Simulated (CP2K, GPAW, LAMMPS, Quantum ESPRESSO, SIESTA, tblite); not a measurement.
**Codes compared on amorphous SiO1.7 (154 atoms)**

Wanted: errors and costs of other methods on amorphous SiO1.7 (154 atoms). A plane-wave run serves as the reference.

Program: Quantum ESPRESSO 7.5. Level of theory: Kohn-Sham DFT, PBE, SSSP efficiency 1.3.0 pseudopotentials, plane waves. Results are calculated unless marked as measured.

### Step 1. Set-up

The cell holds 154 atoms: 57 Si and 97 O. Cell: a = 13.312 Å, b = 13.312 Å, c = 13.312 Å, α = 90.0°, β = 90.0°, γ = 90.0°. 154 atoms (57 Si, 97 O) placed at random at 2.22 g/cm³, melted at 5000 K for 10 ps at fixed volume with the Tersoff Si-O potential (Munetoh et al., Comput. Mater. Sci. 39, 334 (2007)). Quenched from 5000 K to 100 K at 10 K/ps and fixed volume, held 5 ps.

### Step 2. Reference: Quantum ESPRESSO, plane waves

Input file pw.in:

```
&control
  calculation = 'scf'
  pseudo_dir = './pseudo'
  outdir = './tmp'
  disk_io = 'none'
  tprnfor = .true.
  tstress = .true.
/
&system
  ibrav = 0
  nat = 154
  ntyp = 2
  ecutwfc = 60
  ecutrho = 480
  nosym = .true.
  occupations = 'smearing'
  smearing = 'fd'
  degauss = 0.003675
/
&electrons
  conv_thr = 7.7e-07
  electron_maxstep = 100
  mixing_beta = 0.4
  mixing_mode = 'plain'
  diagonalization = 'david'
/
ATOMIC_SPECIES
Si 28.085 Si.upf
O 15.999 O.upf
CELL_PARAMETERS angstrom
13.31250 0.00000 0.00000
0.00000 13.31250 0.00000
0.00000 0.00000 13.31250
ATOMIC_POSITIONS crystal
Si 0.54641 0.90028 0.35957
Si 0.26484 0.09504 0.56761
Si 0.97832 0.64106 0.82235
Si 0.10233 0.03684 0.73057
Si 0.43622 0.46647 0.55761
Si 0.26083 0.01604 0.04913
Si 0.17024 0.72343 0.59312
Si 0.65458 0.43279 0.65226
Si 0.87819 0.63317 0.01663
Si 0.48714 0.51661 0.34475
Si 0.27649 0.30387 0.50249
Si 0.46538 0.76078 0.07102
[... 138 atom lines left out ...]
O 0.96677 0.84576 0.07102
O 0.66986 0.38900 0.43692
O 0.83035 0.18449 0.24738
O 0.03026 0.38919 0.38794
K_POINTS gamma
```

Launch:

```sh
$ OMP_NUM_THREADS=1 mpirun -np 2 pw.x -in pw.in > output.txt
```

What it wrote:

```text
Program PWSCF
     gamma-point specific algorithms are used
     Parallelization info
     sticks:   dense  smooth     PW     G-vecs:    dense   smooth      PW
     Min       12089    6038   1499              1413747   499662   62242
     Max       12092    6039   1502              1413752   499667   62245
     Sum       24181   12077   3001              2827499   999329  124487
     bravais-lattice index     =            0
     lattice parameter (alat)  =      25.1570  a.u.
     unit-cell volume          =   15921.1877 (a.u.)^3
     number of atoms/cell      =          154
     number of atomic types    =            2
     number of electrons       =       810.00
     number of Kohn-Sham states=          486
     kinetic-energy cutoff     =      60.0000  Ry
[... lines left out ...]
     scf convergence threshold =      7.7E-07
[... lines left out ...]
     number of k points=     1  Fermi-Dirac smearing, width (Ry)=  0.0037
[... lines left out ...]
     total energy              =   -4690.79945663 Ry
[... lines left out ...]
     total energy              =   -4698.32626692 Ry
[... lines left out ...]
     total energy              =   -4699.56970445 Ry
[... lines left out ...]
     c_bands:  2 eigenvalues not converged
[... lines left out ...]
     total energy              =   -4701.40417012 Ry
[... lines left out ...]
     total energy              =   -4701.40417015 Ry
[... lines left out ...]
   -18.7236 -18.5594 -18.4300 -17.9141 -17.8076 -17.7979 -17.6857 -17.5831
   -17.5214 -17.4824 -17.4550 -17.3747 -17.3603 -17.3378 -17.2890 -17.2656
[...]
9.4066   9.4620   9.4981   9.5184   9.5332   9.5882   9.6262   9.6931
     9.7089   9.7259   9.7656   9.7720   9.8333   9.8625   9.8698   9.9176
     9.9276   9.9515  10.0005  10.0416  10.0753  10.0948
     the Fermi energy is     6.0457 ev
!    total energy              =   -4701.40416986 Ry
     estimated scf accuracy    <       0.00000051 Ry
     smearing contrib. (-TS)   =      -0.02286463 Ry
     internal energy E=F+TS    =   -4701.38130523 Ry
     The total energy is F=E-TS. E is the sum of the following terms:
     one-electron contribution =   -2752.69598111 Ry
     hartree contribution      =    1773.89887122 Ry
     xc contribution           =   -1087.13772361 Ry
     ewald contribution        =   -1713.26240700 Ry
     one-center paw contrib.   =    -922.18406473 Ry
     convergence has been achieved in  33 iterations
     Forces acting on atoms (cartesian axes, Ry/au):
     atom    1 type  1   force =    -0.08390670   -0.07241203    0.14328383
     atom    2 type  1   force =    -0.09815421   -0.11956482    0.05831627
     atom    3 type  1   force =    -0.01116177   -0.07990874   -0.09474307
[...]
atom  153 type  2   force =    -0.06731336    0.02044973   -0.12777499
     atom  154 type  2   force =     0.01979505   -0.04409341    0.01281404
     Total force =     1.123662     Total SCF correction =     0.002142
     Computing stress (Cartesian axis) and pressure
          total   stress  (Ry/bohr**3)                   (kbar)     P=       35.82
   0.00023651  -0.00000601   0.00002874           34.79       -0.88        4.23
  -0.00000601   0.00021285  -0.00000792           -0.88       31.31       -1.16
   0.00002874  -0.00000792   0.00028107            4.23       -1.16       41.35
     Message from routine punch:
     Nothing written, as per user request (disk_io='none')
```

Elapsed: 39 min, on 2 MPI ranks of Arm Neoverse V2, shared host; peak memory 10 GiB.

Banners, paths, timers and routine set-up lines are dropped from the logs unmarked, and long logs keep their key lines alone; longer cuts are marked.

Numbers from this run:

| Item | Value |
| --- | --- |
| r.m.s. force component | 1.344 eV/Å |
| longest force | 5.621 eV/Å |
| pressure | 3.582 GPa |

### Step 3. Local order

Density 2.22 g/cm³, 15.32 Å³ an atom.

Pair distribution functions g(r), in bins of 0.2 Å:

| r (Å) | total | O-O | O-Si | Si-Si |
| --- | --- | --- | --- | --- |
| 1.50 | 0.06 | 0.00 | 0.14 | 0.00 |
| 1.70 | 5.83 | 0.00 | 12.53 | 0.00 |
| 1.90 | 0.00 | 0.00 | 0.00 | 0.00 |
| 2.10 | 0.04 | 0.10 | 0.00 | 0.00 |
| 2.30 | 0.10 | 0.23 | 0.00 | 0.10 |
| 2.50 | 0.60 | 1.37 | 0.03 | 0.29 |
| 2.70 | 1.62 | 4.03 | 0.04 | 0.00 |
| 2.90 | 1.13 | 2.06 | 0.20 | 1.61 |
| 3.10 | 0.92 | 0.35 | 0.42 | 4.21 |
| 3.30 | 0.75 | 0.53 | 0.72 | 1.47 |
| 3.50 | 0.73 | 0.54 | 1.06 | 0.19 |
| 3.70 | 0.96 | 0.62 | 1.46 | 0.21 |
| 3.90 | 0.91 | 0.59 | 1.27 | 0.57 |
| 4.10 | 1.23 | 0.85 | 1.70 | 0.69 |
| 4.30 | 1.31 | 0.97 | 1.69 | 0.97 |
| 4.50 | 0.99 | 0.92 | 1.08 | 0.91 |
| 4.70 | 0.88 | 1.09 | 0.68 | 0.97 |
| 4.90 | 0.95 | 1.23 | 0.69 | 1.03 |
| 5.10 | 1.10 | 1.54 | 0.63 | 1.38 |
| 5.30 | 1.05 | 1.23 | 0.82 | 1.33 |
| 5.50 | 1.04 | 1.10 | 0.94 | 1.23 |
| 5.70 | 1.02 | 0.98 | 1.03 | 1.05 |
| 5.90 | 0.90 | 0.68 | 0.99 | 1.20 |
| 6.10 | 0.97 | 0.75 | 1.21 | 0.82 |
| 6.30 | 1.01 | 0.94 | 1.21 | 0.57 |
| 6.50 | 1.00 | 0.93 | 1.10 | 0.84 |

Bonds by pair of elements; cutoffs follow the first minimum of g(r), held within bounds set by covalent radii, and pairs that aren't listed don't count as bonded (cutoffs were set anew for this text, so counts can differ from the run's own analysis):

| pair A-B | cutoff (Å) | bonds | mean length (Å) | spread (Å) | shortest (Å) | B about A | A about B |
| --- | --- | --- | --- | --- | --- | --- | --- |
| O-Si | 2.12 | 205 | 1.66 | 0.036 | 1.60 | 2.11 | 3.60 |
| Si-Si | 2.51 | 4 | 2.43 | 0.023 | 2.40 | 0.14 | 0.14 |

How many atoms have how many bonded neighbours:

| element | mean | 2 | 3 | 4 | 5 |
| --- | --- | --- | --- | --- | --- |
| O | 2.11 | 86 | 11 | 0 | 0 |
| Si | 3.74 | 0 | 16 | 40 | 1 |

Oxygen atoms by the number of network formers (Si, P, Ge, B, Al, As, Ga) bound to them:

| network formers bound to O | O atoms | per cent |
| --- | --- | --- |
| 0 | 0 | 0 |
| 1 | 0 | 0 |
| 2 | 86 | 88.7 |
| 3 | 11 | 11.3 |

Network units: each former by its oxygen neighbours and how many of them bridge to another former:

| former | O neighbours | bridging O | atoms |
| --- | --- | --- | --- |
| Si | 2 | 2 | 2 |
| Si | 3 | 3 | 20 |
| Si | 4 | 4 | 34 |
| Si | 5 | 5 | 1 |

Rings of the network by King's shortest-path rule, up to 12 atoms, one path for each pair of neighbours; H, halogens, alkali and alkaline-earth atoms are left out, and the last column divides by all other atoms, bonded or not:

| ring size (atoms) | rings | per network atom |
| --- | --- | --- |
| 6 | 2 | 0.013 |
| 7 | 2 | 0.013 |
| 8 | 10 | 0.065 |
| 9 | 5 | 0.032 |
| 10 | 19 | 0.123 |
| 11 | 6 | 0.039 |
| 12 | 25 | 0.162 |

### Step 4. The other programs

The programs:
- CP2K 2026.2: Gaussian basis with GTH pseudopotentials and a plane-wave density; labels give functional, basis (MOLOPT sets; SR short-range, UZH the newer set with its own potentials), grid cutoff/relative cutoff and solver (OT: orbital transformation; TRS4, TC2, SIGN: linear-scaling purification with its sparsity filter), or its built-in tight binding.
- GPAW 26.7.0: PAW with atomic orbitals (LCAO), plane waves or a real-space grid of spacing h.
- SIESTA 5.4.2: numerical atomic orbitals, whose automatically made sets are far from complete, with PseudoDojo norm-conserving potentials that we converted to its format (checked against plane waves on the same files for H, C, O, Si, Ge and Ca alone); labels give functional, basis size, energy shift and mesh cutoff.
- tblite 0.8.0: extended tight binding, driven from Python.

All use the same cell and atoms; the electronic-structure runs use the same k-mesh, and an electronic temperature of 580 K (0.05 eV) where levels are smeared.

Differences are against the plane-wave reference, forces as r.m.s. over components; share is that over the reference's r.m.s. force, slope the least-squares factor from reference forces to these. Total energies of different programs have different zeros and aren't compared.

| run | Δ force, r.m.s. (meV/Å) | share (%) | slope | Δ pressure (GPa) | cores | CPU time | memory (GiB) |
| --- | --- | --- | --- | --- | --- | --- | --- |
| reference | - | - | - | - | 2 | 78 min | 10 |
| CP2K PBE, DZVP-MOLOPT-SR, 600/50 Ry, diagonalisation | 130 | 9.71 | 1.025 | 1.16 | 4 | 14 min | 8.1 |
| CP2K PBE, DZVP-UZH, 600/50 Ry, diagonalisation | 98.9 | 7.35 | 1.024 | 0.939 | 4 | 18 min | 8.2 |
| GPAW PBE, LCAO dzp, h 0.18 Å | 298 | 22.1 | 1.034 | - | 4 | 14 min | 4.2 |
| SIESTA PBE, DZP, shift 0.01 Ry, mesh 500 Ry | 170 | 12.6 | 1.027 | 3.06 | 4 | 16 min | 3.6 |
| tblite GFN2-xTB | 689 | 51.3 | 0.827 | -7.20 | 1 | 22 s | 0.21 |

CPU time is summed over cores on a shared host, where runs went side by side, so it is rough. Symmetry, cutoffs, thresholds, outputs and thread counts weren't matched or tuned between programs; memory under MPI is the largest rank's times the ranks.

Runs without a result: tblite GFN1-xTB (not converged, the SCF not settling).

Mean charges by element (e), by run and scheme:

| run | scheme | Si | O |
| --- | --- | --- | --- |
| CP2K PBE, DZVP-MOLOPT-SR, 600/50 Ry, diagonalisation | Mulliken | +0.73 | -0.43 |
| CP2K PBE, DZVP-MOLOPT-SR, 600/50 Ry, diagonalisation | Hirshfeld | +0.46 | -0.27 |
| CP2K PBE, DZVP-UZH, 600/50 Ry, diagonalisation | Mulliken | +0.85 | -0.50 |
| CP2K PBE, DZVP-UZH, 600/50 Ry, diagonalisation | Hirshfeld | +0.46 | -0.27 |
| SIESTA PBE, DZP, shift 0.01 Ry, mesh 500 Ry | Hirshfeld | +0.34 | -0.20 |
| tblite GFN2-xTB | Mulliken | +0.57 | -0.34 |

### Step 5. Results

```json
{"reference r.m.s. force component": "1.34 eV/Å", "nearest in forces": "CP2K PBE, DZVP-UZH, 600/50 Ry, diagonalisation, 7.4 %", "farthest in forces": "tblite GFN2-xTB, 51 %", "cheapest electronic-structure run beside the reference": "tblite GFN2-xTB, 22 s of CPU time"}
```

In words: The PBE runs in local orbitals differ by 7.4 % (CP2K PBE, DZVP-UZH, 600/50 Ry, diagonalisation) to 22 % (GPAW PBE, LCAO dzp, h 0.18 Å); basis, grid and potentials can all enter. Tight binding differs by 51 % (tblite GFN2-xTB); it is another model, with fitted parameters of its own, and the xTB methods hold dispersion. Of the electronic-structure runs that take under half the reference's CPU time, CP2K PBE, DZVP-UZH, 600/50 Ry, diagonalisation comes nearest, at 7.4 % in 18 min against 78 min. In pressure, SIESTA PBE, DZP, shift 0.01 Ry, mesh 500 Ry misses by +3.1 GPa, at the same functional. Charges hang on model, scheme and program or settings: among these rows the mean for Si runs from +0.34 to +0.85 e. In the reference: levels near the Fermi energy are neither full nor empty under the smearing, so no gap is quoted. In the reference: for some of the pairs, g(r) has its first main peak near 2.7 Å (O-O), 1.7 Å (O-Si) and 3.1 Å (Si-Si). Periodic xTB results under one method name differ between programs and library versions. The reference's pressure holds the uncorrected Pulay stress of its 60 Ry basis, so small pressure differences, and their order, may be the reference's own error. The quench rate of 10 K/ps is many orders above laboratory rates, so the cell is likely richer in defects and strain than a real sample. The network of bonds at the start is that of the classical potential that made the cell, and needn't be the one that DFT or experiment would give. The electronic-structure runs sample only Γ, in a cell whose shortest periodic width is 13 Å, which is coarse for a cell with partly filled levels.

[Also dropped from logs without a mark: logging warnings of Python, and SIESTA's first energy breakdown and zero terms.]

[Logs are printed without paths, hosts, clocks, repeated set-up lines and the standing remarks that a program may print on its own settings, such as how far it seeks lower states.]

[Hosts, paths, dates, database ids (printed as entryN), source tags and the programs' standing remarks are cut or masked in the printed files.]
